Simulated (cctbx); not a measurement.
# Occupancies in TbDy2Co3Ni6

Cell a = 4.9840 Å, b = 4.9840 Å, c = 24.2460 Å, α = 90.00°, β = 90.00°, γ = 120.00°; space group R-3m (no. 166); nominal formula TbDy2Co3Ni6.

Simulated single-crystal data (cctbx): Mo Kα, λ = 0.71073 Å, to d = 0.84 Å, 80 % of the full sphere, strongest reflection 5000 counts, noise from counting, a 2 % proportional error and a noise floor of 2 counts (s.d.); no absorption.

With every site full:

```text
Rint 0.029, 144 unique reflections to 0.84 A
cycle     R1     wR2    GooF  max shift (A)
   1  0.2179  0.4647  20.183   0.01170
   2  0.0980  0.2313  10.044   0.00036
final R1 0.0980 wR2 0.2312 GooF 10.043  parameters 16  data/parameter 9.0
atom        x        y        z      Ueq    occ   su(xyz)  su(Uiso or U11)
Dy1    0.33333  0.66667  0.80464   0.0275  1.000  0.00028  0.0025
Tb1    0.00000  0.00000  0.00000   0.0029  1.000  0.00000  0.0022  NPD
Ni1    0.83474  0.66949  0.74828   0.0008  1.000  0.00137  0.0025  NPD
Co1    0.66667  0.33333  0.83333  -0.0044  1.000  0.00000  0.0044  NPD
Co2    0.66667  0.33333  0.66667   0.0021  1.000  0.00051  0.0038
difference map: max 8.34 min -5.75 rms 1.54
Q1    0.0000  0.0000  0.0000    3    8.48  0.00 A from Tb1
Q2    0.0000  0.0000  0.5000    3    6.97  0.00 A from Co1
Q3    0.9692  0.4846  0.0891   18    4.71  0.22 A from Ni1
Q4    0.0000  0.0000  0.3429    6    4.66  0.23 A from Co2
Q5    0.0000  0.0000  0.0921    6    3.67  1.11 A from Dy1
Q6    0.0000  0.0000  0.1853    6    3.45  1.15 A from Dy1
```

With the occupancies of the suspect sites free, each still typed as its main element:

```text
Rint 0.029, 144 unique reflections to 0.84 A
cycle     R1     wR2    GooF  max shift (A)
   1  0.2055  0.4346  18.947   0.00247
  19  0.0106  0.0205   0.893   0.00001
final R1 0.0105 wR2 0.0204 GooF 0.891  parameters 17  data/parameter 8.5
atom        x        y        z      Ueq    occ   su(xyz)  su(Uiso or U11)
Dy1    0.33333  0.66667  0.80490   0.0111  0.603  0.00002  0.0003
Tb1    0.00000  0.00000  0.00000   0.0149  1.000  0.00000  0.0002
Ni1    0.83581  0.67163  0.74840   0.0145  1.000  0.00014  0.0002
Co1    0.66667  0.33333  0.83333   0.0103  1.000  0.00000  0.0005
Co2    0.66667  0.33333  0.66723   0.0135  1.000  0.00004  0.0004
su of occupancy Dy1: 0.002
difference map: max 0.54 min -0.51 rms 0.12
Q1    0.0000  0.0000  0.2357    6    0.56  1.47 A from Ni1
Q2    0.0000  0.0000  0.2941    6    0.51  0.96 A from Co2
Q3    0.0906  0.1813  0.6398   18    0.41  1.01 A from Co2
Q4    0.0514  0.5257  0.2618   18    0.40  1.38 A from Ni1
Q5    0.0720  0.1440  0.0961   18    0.35  1.20 A from Dy1
Q6    0.0071  0.5035  0.1122   18    0.28  0.74 A from Ni1
```

**Question.** What is the disorder?

X-rays count electrons. Dy1 refines to 0.603(0.002), or 39.8 electrons; the site truly holds 0.6 Dy, 39.6 electrons, which is 0.600 of Dy. A value under 1 can't tell vacancies from a lighter guest, and one over 1 needs a heavier guest; chemistry or a second radiation must settle which. Occupancy correlates with U and the scale, so the match is approximate.

Freeing them takes R1 from 0.0980 to 0.0105 and GooF from 10.04 to 0.89.

The model was made for the exercise: a known structure type with other elements put in, its volume estimated, not relaxed; displacement parameters are assumed.

[Middle refinement cycles are left out of these outputs.]

[Logs are printed without paths, hosts, clocks, repeated set-up lines and the standing remarks that a program may print on its own settings, such as how far it seeks lower states.]
